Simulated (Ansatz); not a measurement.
# O on Ti(0001): change of the work function, part 2 of 2

How does O on the fcc site change the work function of Ti(0001) as the layer fills?

Ansatz 0.2.0; plane-wave DFT, PBE, Ansatz PAW.

So far, work function, upper face (eV): step 2 (the clean slab) 4.37; step 3 (37 atoms, coverage 0.111 ML, cell 3x3) 4.27; step 4 (17 atoms, coverage 0.25 ML, cell 2x2) 4.21.

## 5. Adsorbate added, k-mesh 6×6×1, coverage 0.5 ML

System of this step: O/Ti(0001). The cell holds 18 atoms: 16 Ti and 2 O. Cell: a = 5.900 Å, b = 5.900 Å, c = 26.508 Å, α = 90.0°, β = 90.0°, γ = 60.0°. Vacuum lies along c.

The input, input.yaml:

```yaml
crystal:
  lattice:
    - [5.9, 0.0, 0.0]
    - [2.95, 5.1095498824, 0.0]
    - [0.0, 0.0, 26.5080426807]
  atoms:
    - { symbol: Ti, position: [0.3333333333, 0.3333333333, 0.3395195982] }
    - { symbol: Ti, position: [0.0, 0.0, 0.4278814598] }
    - { symbol: Ti, position: [0.3333333333, 0.3333333333, 0.5188087298] }
    - { symbol: Ti, position: [0.0, 0.0, 0.600620688] }
    - { symbol: Ti, position: [0.3333333333, 0.8333333333, 0.3395195982] }
    - { symbol: Ti, position: [0.0, 0.5, 0.4278814598] }
    - { symbol: Ti, position: [0.3333333333, 0.8333333333, 0.5188087298] }
    - { symbol: Ti, position: [0.0, 0.5, 0.600620688] }
    - { symbol: Ti, position: [0.8333333333, 0.3333333333, 0.3395195982] }
    - { symbol: Ti, position: [0.5, 0.0, 0.4278814598] }
    - { symbol: Ti, position: [0.8333333333, 0.3333333333, 0.5188087298] }
    - { symbol: Ti, position: [0.5, 0.0, 0.600620688] }
    - { symbol: Ti, position: [0.8333333333, 0.8333333333, 0.3395195982] }
    - { symbol: Ti, position: [0.5, 0.5, 0.4278814598] }
    - { symbol: Ti, position: [0.8333333333, 0.8333333333, 0.5188087298] }
    - { symbol: Ti, position: [0.5, 0.5, 0.600620688] }
    - { symbol: O, position: [0.1666666667, 0.1666666667, 0.6604804018] }
    - { symbol: O, position: [0.6666666667, 0.1666666667, 0.6604804018] }
kpoints:
  mp_grid: { grid: [6, 6, 1] }
hamiltonian:
  xc: pbe
scf:
  occupations: { method: fermi_dirac, width: 0.1 }
  convergence: { dr2_threshold: 1.0e-08 }
efield:
  axis: 3
  dipole_correction: true
  ramp_position: 0.97
  ramp_width: 0.06
relax:
  f_tol: 0.02
  max_steps: 60
  constraints: [{ sites: [0, 1, 4, 5, 8, 9, 12, 13] }]
output:
  dos: { projected: true, e_range: [-8, 4] }
  write_potential: true
  write_density: true
  volumetric_format: npy
  elf: true
```

Run with:

```bash
$ ansatz run input.yaml --threads 4 --pin off --max-ram 16384MiB --backend cpu --events-out ev --progress --plain --runs-dir out
```

It took 4.1 min on 4 threads of Arm Neoverse V2, shared host; peak memory 2.8 GiB.

The steps of the relaxation:

| step | energy less that of the first step (eV) | largest force component (eV/Å) |
| --- | --- | --- |
| 1 | 0.0000 | 5.3011 |
| 2 | -3.0638 | 3.6444 |
| 3 | -4.3247 | 0.6993 |
| 4 | -4.4422 | 0.4645 |
| 5 | -4.4683 | 0.1573 |
| 6 | -4.4716 | 0.0542 |
| 7 | -4.4721 | 0.0076 |

Forces are held to the 4 operations that the run works with; a distortion that breaks them can't arise in this run.

The atoms that moved most (Å):

| atom | dx | dy | dz | length |
| --- | --- | --- | --- | --- |
| O18 | 0.000 | 0.129 | -0.525 | 0.540 |
| O17 | 0.000 | 0.129 | -0.525 | 0.540 |
| Ti4 | 0.000 | 0.072 | 0.215 | 0.227 |
| Ti12 | 0.000 | 0.072 | 0.215 | 0.227 |
| Ti11 | 0.000 | -0.045 | -0.058 | 0.074 |
| Ti3 | 0.000 | -0.045 | -0.058 | 0.074 |
| Ti8 | 0.000 | -0.010 | -0.044 | 0.045 |
| Ti16 | 0.000 | -0.010 | -0.044 | 0.045 |

Final coordinates:

```xyz
18
Lattice="5.9000 0.0000 0.0000 2.9500 5.1095 0.0000 0.0000 0.0000 26.5080" Properties=species:S:1:pos:R:3
Ti    2.9500    1.7032    9.0000
Ti    0.0000    0.0000   11.3423
Ti    2.9500    1.6578   13.6941
Ti    0.0000    0.0722   16.1365
Ti    4.4250    4.2580    9.0000
Ti    1.4750    2.5548   11.3423
Ti    4.4250    4.2829   13.7424
Ti    1.4750    2.5453   15.8773
Ti    5.9000    1.7032    9.0000
Ti    2.9500    0.0000   11.3423
Ti    5.9000    1.6578   13.6941
Ti    2.9500    0.0722   16.1365
Ti    7.3750    4.2580    9.0000
Ti    4.4250    2.5548   11.3423
Ti    7.3750    4.2829   13.7424
Ti    4.4250    2.5453   15.8773
O     1.4750    0.9808   16.9834
O     4.4250    0.9808   16.9834
```

The density of states has structure finer than the step of the table below, so its rows give means over 0.25 eV, whole bins alone (the curve runs from -8 to 0.93 eV). Peaks (eV: height): -0.720: 51.3, -0.600: 73.7, -0.480: 31.3, 0.180: 44.8, 0.270: 32.4, 0.540: 39.0, 0.840: 54.6.

Table of density of states by energy, zero at the Fermi level; means over each step:

energy (eV), density of states (states/eV a cell) and a bar:
```
    -6.25        0.0 
    -6.00        1.8 #
    -5.75       13.2 ###########
    -5.50        2.8 ##
    -5.25       15.1 ############
    -5.00       10.3 ########
    -4.75        6.5 #####
    -4.50        3.0 ##
    -4.25        3.2 ###
    -4.00        2.2 ##
    -3.75        3.4 ###
    -3.50        2.9 ##
    -3.25        3.7 ###
    -3.00        3.9 ###
    -2.75        8.5 #######
    -2.50        6.0 #####
    -2.25       17.6 ##############
    -2.00       12.0 ##########
    -1.75       20.3 ################
    -1.50       18.6 ###############
    -1.25       19.9 ################
    -1.00       21.2 #################
    -0.75       28.4 #######################
    -0.50       31.4 #########################
    -0.25       20.2 ################
     0.00       28.3 #######################
     0.25       30.2 ########################
     0.50       30.8 #########################
     0.75       37.1 ##############################
```

The relaxation took 7 steps and lowered the energy by 4.5 eV; the largest force on the free atoms ends at 0.0076 eV/Å.

The covered face has 4.46 eV, +0.09 eV against the clean one; the bare back face has moved by -0.01 eV, a measure of how thin the slab is.

## 6. Adsorbate added, k-mesh 12×12×1, coverage 1 ML

System of this step: O/Ti(0001). The cell holds 5 atoms: 4 Ti and 1 O. Its edges and angles: a = 2.950 Å, b = 2.950 Å, c = 26.508 Å, α = 90.0°, β = 90.0°, γ = 60.0°. Vacuum lies along c.

input.yaml, the sections that differ from step 5:

```yaml
crystal:
  lattice:
    - [2.95, 0.0, 0.0]
    - [1.475, 2.5547749412, 0.0]
    - [0.0, 0.0, 26.5080426807]
  atoms:
    - { symbol: Ti, position: [0.6666666667, 0.6666666667, 0.3395195982] }
    - { symbol: Ti, position: [0.0, 0.0, 0.4278814598] }
    - { symbol: Ti, position: [0.6666666667, 0.6666666667, 0.5188087298] }
    - { symbol: Ti, position: [0.0, 0.0, 0.600620688] }
    - { symbol: O, position: [0.3333333333, 0.3333333333, 0.6604804018] }
kpoints:
  mp_grid: { grid: [12, 12, 1] }
relax:
  f_tol: 0.02
  max_steps: 60
  constraints: [{ sites: [0, 1] }]
output:
  write_potential: true
  write_density: true
  volumetric_format: npy
# hamiltonian, scf, efield: as in step 5
```

Elapsed: 15 s, on 4 threads; peak memory 0.5 GiB.

Relaxation path:

| step | energy less that of the first step (eV) | largest force component (eV/Å) |
| --- | --- | --- |
| 1 | 0.0000 | 6.6014 |
| 2 | -2.1208 | 4.1818 |
| 3 | -2.8512 | 0.4858 |
| 4 | -2.8612 | 0.2222 |
| 5 | -2.8692 | 0.0451 |
| 6 | -2.8693 | 0.0006 |

The run keeps the 6 symmetry operations that it works with, so distortions that break them were not tested.

The atoms that moved most (Å):

| atom | dx | dy | dz | length |
| --- | --- | --- | --- | --- |
| O5 | 0.000 | 0.000 | -0.490 | 0.490 |
| Ti4 | 0.000 | 0.000 | 0.235 | 0.235 |
| Ti3 | 0.000 | 0.000 | -0.086 | 0.086 |

Final coordinates:

```xyz
5
Lattice="2.9500 0.0000 0.0000 1.4750 2.5548 0.0000 0.0000 0.0000 26.5080" Properties=species:S:1:pos:R:3
Ti    2.9500    1.7032    9.0000
Ti    0.0000    0.0000   11.3423
Ti    2.9500    1.7032   13.6664
Ti    0.0000    0.0000   16.1563
O     1.4750    0.8516   17.0185
```

The relaxation took 6 steps and lowered the energy by 2.9 eV; the largest force on the free atoms ends at 6.1e-4 eV/Å.

The covered face has 5.01 eV, +0.63 eV against the clean one; the bare back face has moved by +0.00 eV, a measure of how thin the slab is.

## 7. Work function against coverage

This step: plane-wave DFT, PBE, Ansatz PAW; work function against coverage (Ansatz 0.2.0).

The runs are now put side by side.

This step gave:

* work function of the clean face: 4.373 eV
* largest change of the work function: 0.6331 eV

Table of work function of the covered face by coverage:

| coverage (adsorbates/nm²) | work function of the covered face (eV) |
| --- | --- |
| 0.00 | 4.37 |
| 1.47 | 4.27 |
| 3.32 | 4.21 |
| 6.63 | 4.46 |
| 13.27 | 5.01 |

The dipole per adsorbate comes from the change of the cell's dipole. Coverage, by row:

| coverage (1/nm²) | coverage (ML) | work function (eV) | change (eV) | dipole per adsorbate, positive end outwards (debye) | mean height of the added atoms over the highest substrate atom (Å) |
| --- | --- | --- | --- | --- | --- |
| 1.474 | 0.1111 | 4.27 | -0.103 | 0.175 | 0.9579 |
| 3.317 | 0.25 | 4.21 | -0.1624 | 0.123 | 0.9583 |
| 6.634 | 0.5 | 4.461 | 0.08822 | -0.038 | 0.8469 |
| 13.27 | 1 | 5.006 | 0.6331 | -0.126 | 0.8622 |

## 8. What came out

```
work function of the clean face                        : 4.37 eV
work function at 0.11 ML                               : 4.27 eV
work function at 0.25 ML                               : 4.21 eV
work function at 0.5 ML                                : 4.46 eV
work function at 1 ML                                  : 5.01 eV
dipole per adsorbate at 0.11 ML, positive end outwards : 0.17 D
```

In words: At the lowest coverage O changes the work function of Ti(0001) by under 0.15 eV, within the error of so thin a slab; the largest change, +0.63 eV, comes at higher coverage. The slab has 4 layers, at the tabulated experimental lattice constant, one starting site was run, and quantum-size effects of a slab this thin can reach one or two tenths of an eV.

[Logs are printed without paths, hosts, clocks, repeated set-up lines and the standing remarks that a program may print on its own settings, such as how far it seeks lower states.]

[Hosts, paths, dates, database ids (printed as entryN), source tags and the programs' standing remarks are cut or masked in the printed files.]

[Maps of the electrostatic potential energy from Ansatz leave out the sawtooth potential of an applied field or a dipole correction, so their vacuum need not be flat; planar profiles and work functions include it.]

[The density of states shown here was stored with 400 of the rows of the run's finer table, so its peaks can read low, often by over a quarter, or be missed, and its means over a window can be off by a tenth or more.]
